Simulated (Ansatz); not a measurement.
# Cl on W(100): change of the work function, part 3 of 3

How does Cl on the hollow site change the work function of W(100) as the layer fills?

Ansatz 0.2.0; plane-wave DFT, PBE, Ansatz PAW.

So far, work function, upper face (eV): step 2 (the clean slab) 4.14; step 3 (21 atoms, coverage 0.25 ML, cell 2x2) 4.18.

### 4. The covered slab, k-mesh 12×12×1, coverage 1 ML

System of this step: W5Cl (Cl/W(100)). The cell holds 6 atoms: 5 W and 1 Cl. Cell: a = 3.160 Å, b = 3.160 Å, c = 25.784 Å, α = 90.0°, β = 90.0°, γ = 90.0°. Vacuum lies along c.

Another coverage, to see how the dipoles act on each other as their distance changes.

Contents of input.yaml:

```yaml
crystal:
  lattice:
    - [3.16, 0.0, 0.0]
    - [0.0, 3.16, 0.0]
    - [0.0, 0.0, 25.7838026031]
  atoms:
    - { symbol: W, position: [0.0, 0.0, 0.349056349] }
    - { symbol: W, position: [0.5, 0.5, 0.4103351302] }
    - { symbol: W, position: [0.0, 0.0, 0.4715816652] }
    - { symbol: W, position: [0.5, 0.5, 0.5353665687] }
    - { symbol: W, position: [0.0, 0.0, 0.5908440487] }
    - { symbol: Cl, position: [0.5, 0.5, 0.650943651] }
kpoints:
  mp_grid: { grid: [12, 12, 1] }
hamiltonian:
  xc: pbe
scf:
  occupations: { method: fermi_dirac, width: 0.1 }
  convergence: { dr2_threshold: 1.0e-08 }
efield:
  axis: 3
  dipole_correction: true
  ramp_position: 0.97
  ramp_width: 0.06
relax:
  f_tol: 0.02
  max_steps: 60
  constraints: [{ sites: [0, 1] }]
output:
  write_potential: true
  write_density: true
  volumetric_format: npy
```

The run is started by

```sh
ansatz run input.yaml --threads 4 --pin off --max-ram 6144MiB --backend cpu --events-out ev --progress --plain --runs-dir out
```

Numbers of over 12 decimals in the logs are rounded to 6 here.

Log:

```text
[...]
Crystal: 6 atoms, lattice volume = 257.467 Å³
Basis set: ecut = 420 eV, 5063 PW (Γ), exchange–correlation on 48×48×360 points (8 copies of the dense FFT grid, shifted against one another)
Bands: 47, of which v1, the nominal top of the filled ones, is band 39 counted from 1 (38 counted from 0)
Symmetry: 8 space group operations
[...]
k-points: 28 of 144
[...]
SCF iter   1: F=—  HF=-53000.152977 eV  |F-HF|=—  |Δ(HF+E_count)|=         —  Δρ=7.12e-3  dr2=3.85e-1  ethr=1.77e-3  p=-0.044 e·Å  D=-3.11e-2 V/Å  ΔV_dip=0.80 eV  dr2_dipole=1.55e-2  V_vac-E_F(+/−)=5.03/4.23 eV  ⟨swp⟩=9.2  Hψ=6495  notcnv=0
[...]
SCF iter  10: F=-53000.122339 eV  HF=-53000.122339 eV  |F-HF|=8.05e-9  |Δ(HF+E_count)|=   3.34e-8  Δρ=8.34e-7  dr2=6.45e-9  ethr=1.30e-11  p=-0.019 e·Å  D=-1.35e-2 V/Å  ΔV_dip=0.35 eV  dr2_dipole=7.48e-10  V_vac-E_F(+/−)=4.63/4.28 eV  ⟨swp⟩=11.3  Hψ=10085  notcnv=0
SCF 1 converged in 10 iterations: F = -53000.122339 eV  dr2 = 6.45e-9
[...]
relax step   1: F+E_penalty+E_count = -53000.12233857 eV  Δ(F+E_penalty+E_count) = +0.000e0 eV  max|allowed force component| = 2.174e0 eV/Å  Δτ_max = 0.0000 Å  (10 SCF iters, accepted)
[...]
SCF iter  10: F=-53000.403740 eV  HF=-53000.403740 eV  |F-HF|=4.84e-9  |Δ(HF+E_count)|=   4.12e-8  Δρ=6.29e-7  dr2=1.68e-9  ethr=1.30e-11  p=-0.052 e·Å  D=-3.64e-2 V/Å  ΔV_dip=0.94 eV  dr2_dipole=8.50e-11  V_vac-E_F(+/−)=5.17/4.23 eV  ⟨swp⟩=11.0  Hψ=9831  notcnv=0
SCF 2 converged in 10 iterations: F = -53000.403740 eV  dr2 = 1.68e-9
relax step   2: F+E_penalty+E_count = -53000.40373987 eV  Δ(F+E_penalty+E_count) = -2.814e-1 eV  max|allowed force component| = 1.277e0 eV/Å  Δτ_max = 0.1950 Å  (10 SCF iters, accepted)
SCF iter   1: F=—  HF=-53000.585656 eV  |F-HF|=—  |Δ(HF+E_count)|=         —  Δρ=1.26e-2  dr2=3.92e0  ethr=3.10e-3  p=-0.052 e·Å  D=-3.64e-2 V/Å  ΔV_dip=0.94 eV  dr2_dipole=1.19e0  V_vac-E_F(+/−)=5.21/4.27 eV  ⟨swp⟩=6.0  Hψ=3648  notcnv=0
[...]
SCF iter   9: F=-53000.471334 eV  HF=-53000.471334 eV  |F-HF|=8.65e-9  |Δ(HF+E_count)|=   1.99e-8  Δρ=1.44e-6  dr2=9.68e-9  ethr=1.30e-11  p=-0.065 e·Å  D=-4.58e-2 V/Å  ΔV_dip=1.18 eV  dr2_dipole=7.21e-11  V_vac-E_F(+/−)=5.42/4.23 eV  ⟨swp⟩=10.2  Hψ=11247  notcnv=0
SCF 3 converged in 9 iterations: F = -53000.471334 eV  dr2 = 9.68e-9
[...]
relax step   3: F+E_penalty+E_count = -53000.47133388 eV  Δ(F+E_penalty+E_count) = -6.759e-2 eV  max|allowed force component| = 2.044e-1 eV/Å  Δτ_max = 0.1958 Å  (9 SCF iters, accepted)
[...]
relax step   4: F+E_penalty+E_count = -53000.47868439 eV  Δ(F+E_penalty+E_count) = -7.351e-3 eV  max|allowed force component| = 3.492e-2 eV/Å  Δτ_max = 0.0654 Å  (9 SCF iters, accepted)
SCF iter   1: F=—  HF=-53000.478761 eV  |F-HF|=—  |Δ(HF+E_count)|=         —  Δρ=1.87e-4  dr2=4.01e-4  ethr=4.32e-6  p=-0.059 e·Å  D=-4.14e-2 V/Å  ΔV_dip=1.07 eV  dr2_dipole=2.34e-5  V_vac-E_F(+/−)=5.30/4.24 eV  ⟨swp⟩=2.0  Hψ=1989  notcnv=0
[...]
SCF iter   6: F=-53000.478759 eV  HF=-53000.478759 eV  |F-HF|=7.33e-9  |Δ(HF+E_count)|=   2.60e-8  Δρ=1.11e-6  dr2=6.69e-9  ethr=1.30e-11  p=-0.059 e·Å  D=-4.17e-2 V/Å  ΔV_dip=1.08 eV  dr2_dipole=3.87e-11  V_vac-E_F(+/−)=5.31/4.24 eV  ⟨swp⟩=10.0  Hψ=10981  notcnv=0
SCF 5 converged in 6 iterations: F = -53000.478759 eV  dr2 = 6.69e-9
relax step   5: F+E_penalty+E_count = -53000.47875865 eV  Δ(F+E_penalty+E_count) = -7.426e-5 eV  max|allowed force component| = 9.008e-4 eV/Å  Δτ_max = 0.0026 Å  (6 SCF iters, accepted)
[...]
SCF converged after 6 iterations
Free energy (F): -53000.478759 eV
[...]
Internal energy: -53000.314409 eV  (E = F + TS)
E sigma→0 (E₀):  -53000.396584 eV
Entropy (-TS):   -0.164350 eV (-27.392 meV/atom)
Fermi energy:    4.573516 eV
Dipole field:    D = -0.041708 V/Å  (p = -0.059344 e·Å, saw-weighted, corrected)
Work function:   Φ+ = 5.3114 eV   Φ− = 4.2360 eV
[...]
--- Forces (eV/Å), atoms counted from 1 ---
  atom   1  W      0.00000000    -0.00000000     1.44543210
  atom   2  W     -0.00000000     0.00000000    -1.44583486
  atom   3  W      0.00000000     0.00000000     0.00023367
  atom   4  W     -0.00000000    -0.00000000    -0.00090082
  atom   5  W      0.00000000    -0.00000000     0.00045286
  atom   6  Cl     0.00000000     0.00000000     0.00058418
  max |Σ_I F_I| component: 3.29e-5 eV/Å
--- Band table (eV; the first three rows and the last of 28) ---
  k-point 0: bands = [... 35 lower, 3.9131, 3.9131, 4.1468, 4.2864, 4.7839, 4.7839, 4.8843, 6.0548, ... 4 higher]
  k-point 1: bands = [... 35 lower, 3.9646, 4.1150, 4.1466, 4.3626, 4.4068, 5.0208, 5.3278, 5.7801, ... 4 higher]
  k-point 2: bands = [... 35 lower, 3.8091, 3.9751, 4.1357, 4.1371, 4.8282, 5.3898, 5.4841, 5.6731, ... 4 higher]
  k-point 27: bands = [... 35 lower, 3.8594, 3.8594, 5.6687, 6.4866, 6.6301, 6.6301, 7.2382, 7.2412, ... 4 higher]
--- Relaxed structure (5 steps of the walk, 5 accepted, 0 SCFs on fresh bases) ---
  F+E_penalty+E_count = -53000.47875865 eV   max|allowed force component| = 9.008e-4 eV/Å
  atoms:
    - { symbol: W, position: [0.0, 0.0, 0.349056] }
    - { symbol: W, position: [0.500000, 0.500000, 0.410335] }
    - { symbol: W, position: [8.637293917777847e-19, 0, 0.472127] }
    - { symbol: W, position: [0.500000, 0.500000, 0.533163] }
    - { symbol: W, position: [5.696195085720533e-18, 0, 0.594437] }
    - { symbol: Cl, position: [0.500000, 0.500000, 0.663666] }
```

Run time: 42 s. Hardware: 4 threads of Arm Neoverse V1, shared host; peak memory 0.7 GiB.

Step by step:

| step | energy less that of the first step (eV) | largest force component (eV/Å) |
| --- | --- | --- |
| 1 | 0.0000 | 2.1743 |
| 2 | -0.2814 | 1.2766 |
| 3 | -0.3490 | 0.2044 |
| 4 | -0.3563 | 0.0349 |
| 5 | -0.3564 | 0.0009 |

Forces are held to the 8 operations that the run works with; a distortion that breaks them can't arise in this run.

The atoms that moved most (Å):

| atom | dx | dy | dz | length |
| --- | --- | --- | --- | --- |
| Cl6 | 0.000 | 0.000 | 0.328 | 0.328 |
| W5 | 0.000 | 0.000 | 0.093 | 0.093 |
| W4 | 0.000 | 0.000 | -0.057 | 0.057 |
| W3 | 0.000 | 0.000 | 0.014 | 0.014 |

The relaxed structure:

```xyz
6
Lattice="3.1600 0.0000 0.0000 0.0000 3.1600 0.0000 0.0000 0.0000 25.7838" Properties=species:S:1:pos:R:3
W     0.0000    0.0000    9.0000
W     1.5800    1.5800   10.5800
W     0.0000    0.0000   12.1732
W     1.5800    1.5800   13.7470
W     0.0000    0.0000   15.3269
Cl    1.5800    1.5800   17.1118
```

Numbers from this step:

| Quantity | Value |
| --- | --- |
| energy at zero smearing | -53000.3966 eV |
| work function, upper face | 5.311 eV |
| work function, lower face | 4.236 eV |
| dipole along the normal | -0.05934 e·Å |
| step between the vacuum levels | 1.075 eV |

Running mean over 1.58 Å of the planar mean; the ramp of the sawtooth is left out. The electron's electrostatic potential energy less the Fermi level by z:

| z (Å) | electron's electrostatic potential energy less the Fermi level (eV) |
| --- | --- |
| 3.5 | 4.24 |
| 4.0 | 4.23 |
| 4.5 | 4.23 |
| 5.0 | 4.23 |
| 5.5 | 4.21 |
| 6.0 | 4.15 |
| 6.5 | 3.96 |
| 7.0 | 3.41 |
| 7.5 | 1.69 |
| 8.0 | -2.56 |
| 8.5 | -7.95 |
| 9.0 | -11.3 |
| 9.5 | -12.1 |
| 10.0 | -12.3 |
| 10.5 | -12.5 |
| 11.0 | -12.5 |
| 11.5 | -12.6 |
| 12.0 | -12.6 |
| 12.5 | -12.7 |
| 13.0 | -12.7 |
| 13.5 | -12.6 |
| 14.0 | -12.4 |
| 14.5 | -12.3 |
| 15.0 | -12.3 |
| 15.5 | -11.3 |
| 16.0 | -8.73 |
| 16.5 | -6.54 |
| 17.0 | -5.17 |
| 17.5 | -2.87 |
| 18.0 | 0.986 |
| 18.5 | 4.11 |
| 19.0 | 5.08 |
| 19.5 | 5.27 |
| 20.0 | 5.30 |
| 20.5 | 5.31 |
| 21.0 | 5.31 |
| 21.5 | 5.31 |
| 22.0 | 5.31 |
| 22.5 | 5.31 |

The relaxation took 5 steps and lowered the energy by 0.36 eV; the largest force on the free atoms ends at 9.0e-4 eV/Å.

The covered face has 5.31 eV, +1.17 eV against the clean one; the bare back face has moved by -0.01 eV, a measure of how thin the slab is.

### 5. Work function against coverage

This step: plane-wave DFT, PBE, Ansatz PAW; work function against coverage (Ansatz 0.2.0).

The runs are now put side by side.

Numbers from this step:

```
work function of the clean face     : 4.140 eV
largest change of the work function : 1.171 eV
```

The work function of the covered face by coverage:

| coverage (adsorbates/nm²) | work function of the covered face (eV) |
| --- | --- |
| 0.00 | 4.14 |
| 2.50 | 4.18 |
| 10.01 | 5.31 |

The dipole per adsorbate comes from the change of the cell's dipole. Coverage, by row:

| coverage (1/nm²) | coverage (ML) | work function (eV) | change (eV) | dipole per adsorbate, positive end outwards (debye) | mean height of the added atoms over the highest substrate atom (Å) |
| --- | --- | --- | --- | --- | --- |
| 2.504 | 0.25 | 4.184 | 0.04399 | -0.064 | 1.79 |
| 10.01 | 1 | 5.311 | 1.171 | -0.314 | 1.785 |

### 6. Summary of results

```json
{"work function of the clean face": "4.14 eV", "work function at 0.25 ML": "4.18 eV", "work function at 1 ML": "5.31 eV", "dipole per adsorbate at 0.25 ML, positive end outwards": "-0.06 D"}
```

In words: At the lowest coverage Cl changes the work function of W(100) by under 0.15 eV, within the error of so thin a slab; the largest change, +1.17 eV, comes at higher coverage. The slab has 5 layers, at the tabulated experimental lattice constant, one starting site was run, and quantum-size effects of a slab this thin can reach one or two tenths of an eV.

[Logs are printed without paths, hosts, clocks, repeated set-up lines and the standing remarks that a program may print on its own settings, such as how far it seeks lower states.]

[Hosts, paths, dates, database ids (printed as entryN), source tags and the programs' standing remarks are cut or masked in the printed files.]

[Maps of the electrostatic potential energy from Ansatz leave out the sawtooth potential of an applied field or a dipole correction, so their vacuum need not be flat; planar profiles and work functions include it.]
